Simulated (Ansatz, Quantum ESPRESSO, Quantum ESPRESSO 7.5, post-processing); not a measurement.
**Ballistic transmission: Nb chain with one atom pushed 1.0 Å aside at constant bond length**

Aim: the zero-bias transmission with pwcond for this junction: Nb chain with one atom pushed 1.0 Å aside at constant bond length.

Program: Quantum ESPRESSO 7.5. Level of theory: plane-wave DFT, PBE, GBRV ultrasoft pseudopotentials (cross-check by Ansatz 0.2.0 with PAW datasets). Results are calculated unless marked as measured.

Report form: the programs' logs are mostly left out.

## Step 1: The structure

The cell holds 15 atoms: 15 Nb. Cell: a = 7.500 Å, b = 7.500 Å, c = 34.803 Å, α = 90.0°, β = 90.0°, γ = 90.0°. Regions: left lead, 7 atoms (7 Nb); channel, 1 atom (1 Nb); right lead, 7 atoms (7 Nb). Vacuum lies along a and b. The structure is stacked along c, and the current runs across the ab planes.

## Step 2: Ground state

One periodic cell holds a stretch of lead, the junction and more lead; the atoms stay as built.

scf.in reads:

```
&control
  prefix = 'scf'
  outdir = './out'
  pseudo_dir = './pseudo'
  calculation = 'scf'
  tprnfor = .true.
/
&system
  ibrav = 0
  nat = 15
  ntyp = 1
  ecutwfc = 34
  ecutrho = 170
  occupations = 'smearing'
  smearing = 'mv'
  degauss = 0.01
/
&electrons
  conv_thr = 1e-07
  mixing_beta = 0.25
  electron_maxstep = 120
  mixing_mode = 'local-TF'
/
ATOMIC_SPECIES
  Nb  92.9064  nb_pbe_v1.uspp.F.UPF
CELL_PARAMETERS angstrom
  7.50000000000000 0.00000000000000 0.00000000000000
  0.00000000000000 7.50000000000000 0.00000000000000
  0.00000000000000 0.00000000000000 34.80323406362734
ATOMIC_POSITIONS crystal
  Nb  0.500000000000 0.500000000000 0.000000000000
  Nb  0.500000000000 0.500000000000 0.067522460577
  Nb  0.500000000000 0.500000000000 0.135044921153
  Nb  0.500000000000 0.500000000000 0.202567381730
  Nb  0.500000000000 0.500000000000 0.270089842306
  Nb  0.500000000000 0.500000000000 0.337612302883
  Nb  0.500000000000 0.500000000000 0.405134763460
  Nb  0.633333333000 0.500000000000 0.466238769712
  Nb  0.500000000000 0.500000000000 0.527342775964
  Nb  0.500000000000 0.500000000000 0.594865236540
  Nb  0.500000000000 0.500000000000 0.662387697117
  Nb  0.500000000000 0.500000000000 0.729910157694
  Nb  0.500000000000 0.500000000000 0.797432618270
  Nb  0.500000000000 0.500000000000 0.864955078847
  Nb  0.500000000000 0.500000000000 0.932477539423
K_POINTS automatic
  1 1 3 0 0 0
```

Started as:

```bash
$ OMP_NUM_THREADS=1 mpirun -n 4 pw.x -nk 1 -in scf.in > scf.out
```

Elapsed: 3.3 min, on 4 MPI ranks of Arm Neoverse V2, shared host; peak memory 2.4 GiB.

This step gave:

```
free energy  : -24004.0359 eV
Fermi energy : -1.006 eV
```

The program's own clock; routines nest. Time by routine:

```csv
routine,wall time (s),calls
PWSCF,197.1,1
electrons,190.8,1
c_bands,135.8,25
cegterg,133.3,50
h_psi,79.83,228
fftw,61.97,31946
vloc_psi,53.92,228
sum_band,29.49,25
calbec,19.12,286
mix_rho,13.68,25
h_psi:calbec,12.61,228
add_vuspsi,12.57,228
s_psi,12.54,228
newd,10.02,25
```

The run needed 24 iterations to bring the estimated error under 1e-07 Ry; the largest force on any atom, held or free, is 0.83 eV/Å.

## Step 3: Transmission with pwcond.x

prefixt takes both regions from one run: the lead from 0 to bdl, the scattering region from bdl to bds (units of alat). ikind = 1 puts the same lead on both sides. The program's T_tot counts both spins in a run without spin; the tables below give T per spin.

cond.in reads:

```
&inputcond
  outdir = './out'
  prefixt = 'scf'
  tran_file = 'cond.dat'
  bdl = 0.6266666667
  bds = 4.6404312080
  ikind = 1
  ewind = 4.0
  epsproj = 1e-05
  nz1 = 7
  energy0 = 2.0
  denergy = -0.1
/
1
  0.00000000 0.00000000 1.00000000
41
```

Started as:

```bash
$ OMP_NUM_THREADS=1 mpirun -n 4 pwcond.x -in cond.in > cond.out
```

Elapsed: 14 min, on 4 MPI ranks; peak memory 0.94 GiB; 57 min of CPU time.

Read from the output:

* lead channels at the Fermi level, one spin: 6
* transmission at the Fermi level, one spin: 5.145
* conductance: 5.145 G₀

Per spin. Table of open channels by energy, zero at the Fermi level:

| energy (eV) | open channels |
| --- | --- |
| -2.00 | 3 |
| -1.90 | 3 |
| -1.80 | 3 |
| -1.70 | 3 |
| -1.60 | 3 |
| -1.50 | 3 |
| -1.40 | 4 |
| -1.20 | 4 |
| -1.10 | 4 |
| -1.00 | 4 |
| -0.90 | 4 |
| -0.80 | 4 |
| -0.70 | 4 |
| -0.60 | 4 |
| -0.50 | 4 |
| -0.40 | 4 |
| -0.30 | 6 |
| -0.20 | 6 |
| -0.10 | 6 |
| 0.00 | 6 |
| 0.10 | 6 |
| 0.20 | 6 |
| 0.30 | 6 |
| 0.40 | 6 |
| 0.50 | 6 |
| 0.60 | 6 |
| 0.70 | 6 |
| 0.80 | 6 |
| 0.90 | 6 |
| 1.00 | 6 |
| 1.10 | 6 |
| 1.20 | 6 |
| 1.40 | 6 |
| 1.50 | 6 |
| 1.60 | 6 |
| 1.70 | 6 |
| 1.80 | 6 |
| 1.90 | 6 |
| 2.00 | 4 |

Per spin. Transmission against energy, zero at the Fermi level:

| energy (eV) | transmission |
| --- | --- |
| -2.00 | 1.56 |
| -1.80 | 1.68 |
| -1.60 | 1.74 |
| -1.40 | 3.09 |
| -1.20 | 3.63 |
| -1.10 | 3.66 |
| -1.00 | 3.65 |
| -0.90 | 3.62 |
| -0.70 | 3.52 |
| -0.50 | 3.30 |
| -0.30 | 4.24 |
| -0.10 | 5.06 |
| 0.00 | 5.15 |
| 0.10 | 5.15 |
| 0.30 | 5.18 |
| 0.50 | 5.18 |
| 0.70 | 5.04 |
| 0.90 | 4.90 |
| 1.00 | 4.80 |
| 1.20 | 4.57 |
| 1.40 | 4.34 |
| 1.60 | 4.12 |
| 1.80 | 3.72 |
| 2.00 | 1.72 |

The program's own clock; routines nest. Time by routine:

| routine | wall time (s) | calls |
| --- | --- | --- |
| PWCOND | 850.7 | 1 |
| scatter_forw | 704.9 | 82 |
| compbs | 111.7 | 41 |
| compbs_2 | 89.64 | 41 |
| local | 17.42 | 1 |
| init | 0.95 | 1 |
| poten | 0.12 | 1 |

The run is unpolarised; a magnetic state was not tried, may lie lower and would change T.

At no point does T exceed the number of channels.

## Step 4: Transmission with pwcond.x, with epsproj = 0.001

How much does a setting matter? One run is repeated with a change.

cond.w.in is the input of step 3 with these lines changed:

```diff
@@ -3,3 +3,3 @@
   prefixt = 'scf'
-  tran_file = 'cond.dat'
+  tran_file = 'cond.w.dat'
   bdl = 0.6266666667
@@ -8,3 +8,3 @@
   ewind = 4.0
-  epsproj = 1e-05
+  epsproj = 0.001
   nz1 = 7
```

Started as:

```bash
$ OMP_NUM_THREADS=1 mpirun -n 4 pwcond.x -in cond.w.in > cond.w.out
```

The job ended after 2.6 min (4 MPI ranks; peak memory 0.45 GiB; 11 min of CPU time).

The changed values were drawn from a wide range, not chosen for quality; the comparison shows what they did here together.

Beside the run it was changed from:

```
                                  quantity  this run  unchanged run  difference
 transmission at the Fermi level, one spin     5.132          5.145      -0.014
lead channels at the Fermi level, one spin         6              6           0
                             wall time (s)       159            851
```

Over all energies T moves by up to 0.27, at 2 eV.

The physical values in this table move by up to 0.27 %.

## Step 5: The same in Ansatz

As a check, the same structure is run in Ansatz.

Level of this step: plane-wave DFT, PBE, Ansatz PAW (Ansatz 0.2.0).

input.yaml reads:

```yaml
crystal:
  lattice:
    - [7.5, 0.0, 0.0]
    - [0.0, 7.5, 0.0]
    - [0.0, 0.0, 34.8032340636]
  atoms:
    - { symbol: Nb, position: [0.5, 0.5, 0.0] }
    - { symbol: Nb, position: [0.5, 0.5, 0.0675224606] }
    - { symbol: Nb, position: [0.5, 0.5, 0.1350449212] }
    - { symbol: Nb, position: [0.5, 0.5, 0.2025673817] }
    - { symbol: Nb, position: [0.5, 0.5, 0.2700898423] }
    - { symbol: Nb, position: [0.5, 0.5, 0.3376123029] }
    - { symbol: Nb, position: [0.5, 0.5, 0.4051347635] }
    - { symbol: Nb, position: [0.633333333, 0.5, 0.4662387697] }
    - { symbol: Nb, position: [0.5, 0.5, 0.527342776] }
    - { symbol: Nb, position: [0.5, 0.5, 0.5948652365] }
    - { symbol: Nb, position: [0.5, 0.5, 0.6623876971] }
    - { symbol: Nb, position: [0.5, 0.5, 0.7299101577] }
    - { symbol: Nb, position: [0.5, 0.5, 0.7974326183] }
    - { symbol: Nb, position: [0.5, 0.5, 0.8649550788] }
    - { symbol: Nb, position: [0.5, 0.5, 0.9324775394] }
kpoints:
  mp_grid: { grid: [1, 1, 4] }
hamiltonian:
  xc: pbe
scf:
  occupations: { method: fermi_dirac, width: 0.1 }
  convergence: { dr2_threshold: 1.0e-08 }
output:
  transmission:
    leads: [[0, 1]]
    e_range: [-2.0, 2.0]
    de: 0.05
    kmesh: [1, 1]
    reduced_basis: true
  write_potential: true
  write_density: true
  volumetric_format: npy
  elf: true
```

Started as:

```bash
$ ansatz run input.yaml --threads 4 --pin off --max-ram 8192MiB --backend cpu --events-out ev --progress --plain --runs-dir out
```

The job ended after 64 s (4 threads; peak memory 2.7 GiB; 4 min of CPU time).

Numbers from this step:

| Item | Value |
| --- | --- |
| free energy | -68220.2119 eV |
| energy at zero smearing | -68219.5408 eV |
| smearing term TS | 1.342 eV |
| Fermi energy | -0.9656 eV |
| symmetry operations | 4 |
| transmission at the Fermi level, one spin | 5.110 |
| step of the lead's Hamiltonian over a period | 5.4 meV |

Per spin. The transmission by energy, zero at the Fermi level:

| energy (eV) | transmission |
| --- | --- |
| -2.00 | 1.55 |
| -1.85 | 1.65 |
| -1.70 | 1.71 |
| -1.60 | 1.74 |
| -1.45 | 1.79 |
| -1.30 | 3.57 |
| -1.15 | 3.66 |
| -1.10 | 3.66 |
| -1.05 | 3.66 |
| -0.90 | 3.63 |
| -0.75 | 3.56 |
| -0.60 | 3.45 |
| -0.50 | 3.29 |
| -0.35 | 4.05 |
| -0.20 | 4.77 |
| -0.05 | 5.09 |
| 0.00 | 5.11 |
| 0.05 | 5.14 |
| 0.20 | 5.18 |
| 0.30 | 5.19 |
| 0.35 | 5.17 |
| 0.50 | 5.13 |
| 0.60 | 5.10 |
| 0.75 | 5.01 |
| 0.90 | 4.89 |
| 1.05 | 4.75 |
| 1.15 | 4.64 |
| 1.30 | 4.47 |
| 1.45 | 4.30 |
| 1.60 | 4.10 |
| 1.70 | 3.91 |
| 1.85 | 3.41 |
| 2.00 | 1.44 |

Per spin. Open channels against energy, zero at the Fermi level:

| energy (eV) | open channels |
| --- | --- |
| -2.00 | 3 |
| -1.90 | 3 |
| -1.80 | 3 |
| -1.70 | 3 |
| -1.55 | 3 |
| -1.45 | 3 |
| -1.35 | 4 |
| -1.25 | 4 |
| -1.15 | 4 |
| -1.05 | 4 |
| -0.90 | 4 |
| -0.80 | 4 |
| -0.70 | 4 |
| -0.60 | 4 |
| -0.50 | 4 |
| -0.40 | 5 |
| -0.25 | 6 |
| -0.15 | 6 |
| -0.05 | 6 |
| 0.00 | 6 |
| 0.05 | 6 |
| 0.15 | 6 |
| 0.25 | 6 |
| 0.40 | 6 |
| 0.50 | 6 |
| 0.60 | 6 |
| 0.70 | 6 |
| 0.80 | 6 |
| 0.90 | 6 |
| 1.05 | 6 |
| 1.15 | 6 |
| 1.25 | 6 |
| 1.35 | 6 |
| 1.45 | 6 |
| 1.55 | 6 |
| 1.70 | 6 |
| 1.80 | 6 |
| 1.90 | 6 |
| 2.00 | 4 |

ELF in the ca plane at fractional y = 0.500, with atoms of Nb within 0.2 Å of it. It is the smooth field of the valence electrons, not physical close to the nuclei.

Ten even steps from '0' (0.04) to '9' (0.73), each cell a mean:
```
00000000000110000010000011000001000001000000
11100111111111111111111111111111111111111111
32221112222212222211222211222221222221122221
44432113443222443222344322344322234422234432
45652113553223564212465322356421246531235542
35652113653112564211365311256411246521136631
23642112542212453211354211245321235421125531
53445764444675444676444577544467644457644446
96359998448999536999734899844799963599984479
87368368448539637827845944954872873693594486
96369788448879637969835977954796973597894488
85458996446997445899544799744589854479964469
34543333443333453333344333345333335433334433
24642113552112464111365211256311146421135531
35652113653113564212465311356421246521136642
35542223553223454212454322355422245432235532
33432223332222333212333222233321233322223322
12211111221111111111111111111111111111111111
00000111001111000111000111000011100011100001
00000000000110000010000000000001000001000000
```
Columns run along c (16.0 Å, from fractional 0.54 to 1.00 of the cell), rows up along a (7.5 Å). Atoms in or near the plane, at fractional coordinates: Nb at (0.59, 0.50), Nb at (0.66, 0.50), Nb at (0.73, 0.50), Nb at (0.80, 0.50), Nb at (0.86, 0.50), Nb at (0.93, 0.50).

Valence density in the ca plane at fractional y = 0.500, with atoms of Nb within 0.2 Å of it. It is the smooth field of the valence electrons, not physical close to the nuclei.

Ten even steps from '0' (0.0 e/Å³) to '9' (5.0 e/Å³), each cell a mean:
```
00000000000000000000000000000000000000000000
00000000000000000000000000000000000000000000
00000000000000000000000000000000000000000000
00000000000000000000000000000000000000000000
00000000000000000000000000000000000000000000
00000000000000000000000000000000000000000000
00000000000000000000000000000000000000000000
10001221001221000122100122100122100012210012
62125873113785112687311488411368621158741137
93138996126998314999512799721499941389962159
83127995115997213899412699621489831279951149
31013542002453101354101255210145310135420024
00000100000010000010000011000001000001000000
00000000000000000000000000000000000000000000
00000000000000000000000000000000000000000000
00000000000000000000000000000000000000000000
00000000000000000000000000000000000000000000
00000000000000000000000000000000000000000000
00000000000000000000000000000000000000000000
00000000000000000000000000000000000000000000
```
Columns run along c (16.0 Å, from fractional 0.54 to 1.00 of the cell), rows up along a (7.5 Å). Atoms in or near the plane, at fractional coordinates: Nb at (0.59, 0.50), Nb at (0.66, 0.50), Nb at (0.73, 0.50), Nb at (0.80, 0.50), Nb at (0.86, 0.50), Nb at (0.93, 0.50).

Ansatz finds T = 5.11 against pwcond's 5.15.

## Step 6: All levels side by side

All levels:

```
                   step  T at the Fermi level (per spin)  conductance (G0)  r.m.s. T(E) from the first  CPU time of the step (s)  peak memory (GiB)
                 Ansatz                             5.11                 -                           0                     238.6              2.707
                 pwcond                            5.145             5.145                      0.1124                      3404               0.94
pwcond, changed setting                            5.132             5.132                      0.1481                     633.8               0.45
```

Per spin. The transmission by energy, zero at the Fermi level:

| energy (eV) | Ansatz | pwcond | pwcond, changed setting |
| --- | --- | --- | --- |
| -2.00 | 1.55 | 1.56 | 1.55 |
| -1.90 | 1.62 | 1.63 | 1.62 |
| -1.70 | 1.71 | 1.72 | 1.71 |
| -1.60 | 1.74 | 1.74 | 1.73 |
| -1.40 | 3.28 | 3.09 | 3.07 |
| -1.30 | 3.57 | 3.54 | 3.53 |
| -1.20 | 3.64 | 3.63 | 3.63 |
| -1.10 | 3.66 | 3.66 | 3.66 |
| -1.00 | 3.65 | 3.65 | 3.65 |
| -0.90 | 3.63 | 3.62 | 3.62 |
| -0.80 | 3.59 | 3.58 | 3.59 |
| -0.60 | 3.45 | 3.44 | 3.47 |
| -0.50 | 3.29 | 3.30 | 3.34 |
| -0.30 | 4.39 | 4.24 | 4.10 |
| -0.20 | 4.77 | 4.74 | 4.66 |
| -0.10 | 5.00 | 5.06 | 5.02 |
| 0.00 | 5.11 | 5.15 | 5.13 |
| 0.10 | 5.16 | 5.15 | 5.15 |
| 0.20 | 5.18 | 5.18 | 5.19 |
| 0.30 | 5.19 | 5.18 | 5.19 |
| 0.50 | 5.13 | 5.18 | 5.20 |
| 0.60 | 5.10 | 5.02 | 5.03 |
| 0.80 | 4.97 | 4.97 | 5.00 |
| 0.90 | 4.89 | 4.90 | 4.92 |
| 1.00 | 4.79 | 4.80 | 4.83 |
| 1.20 | 4.59 | 4.57 | 4.60 |
| 1.30 | 4.47 | 4.45 | 4.49 |
| 1.40 | 4.36 | 4.34 | 4.37 |
| 1.60 | 4.10 | 4.12 | 4.15 |
| 1.70 | 3.91 | 3.97 | 4.01 |
| 1.90 | 2.85 | 3.15 | 3.33 |
| 2.00 | 1.44 | 1.72 | 1.99 |

## Step 7: A check by hand

G = 5.15 × 77.48 µS = 399 µS a cell, a resistance of 2.51 kΩ.

## Step 8: Results

| Quantity | Value |
| --- | --- |
| conductance from T at the Fermi level, a cell (G₀ = 2e²/h) | 5.15 G₀ |
| lead channels per spin | 6.00 |
| the same conductance by Ansatz | 5.11 G₀ |

**Reading.** The junction conducts 5.15 G₀ a cell at the Fermi level (PBE, GBRV ultrasoft). At the Fermi level the junction passes 86 % of what the leads offer. At the Fermi level pwcond and Ansatz differ by 0.69 %, a close match. Over -2 to 2 eV, T lies between 1.6 and 5.2 per spin. The geometry is as built, not relaxed, and the leads are short. The chain ran without spin polarisation; chains of d metals can be magnetic.

[Logs are printed without paths, hosts, clocks, repeated set-up lines and the standing remarks that a program may print on its own settings, such as how far it seeks lower states.]

[Hosts, paths, dates, database ids (printed as entryN), source tags and the programs' standing remarks are cut or masked in the printed files.]

[Maps of the electrostatic potential energy from Ansatz leave out the sawtooth potential of an applied field or a dipole correction, so their vacuum need not be flat; planar profiles and work functions include it.]
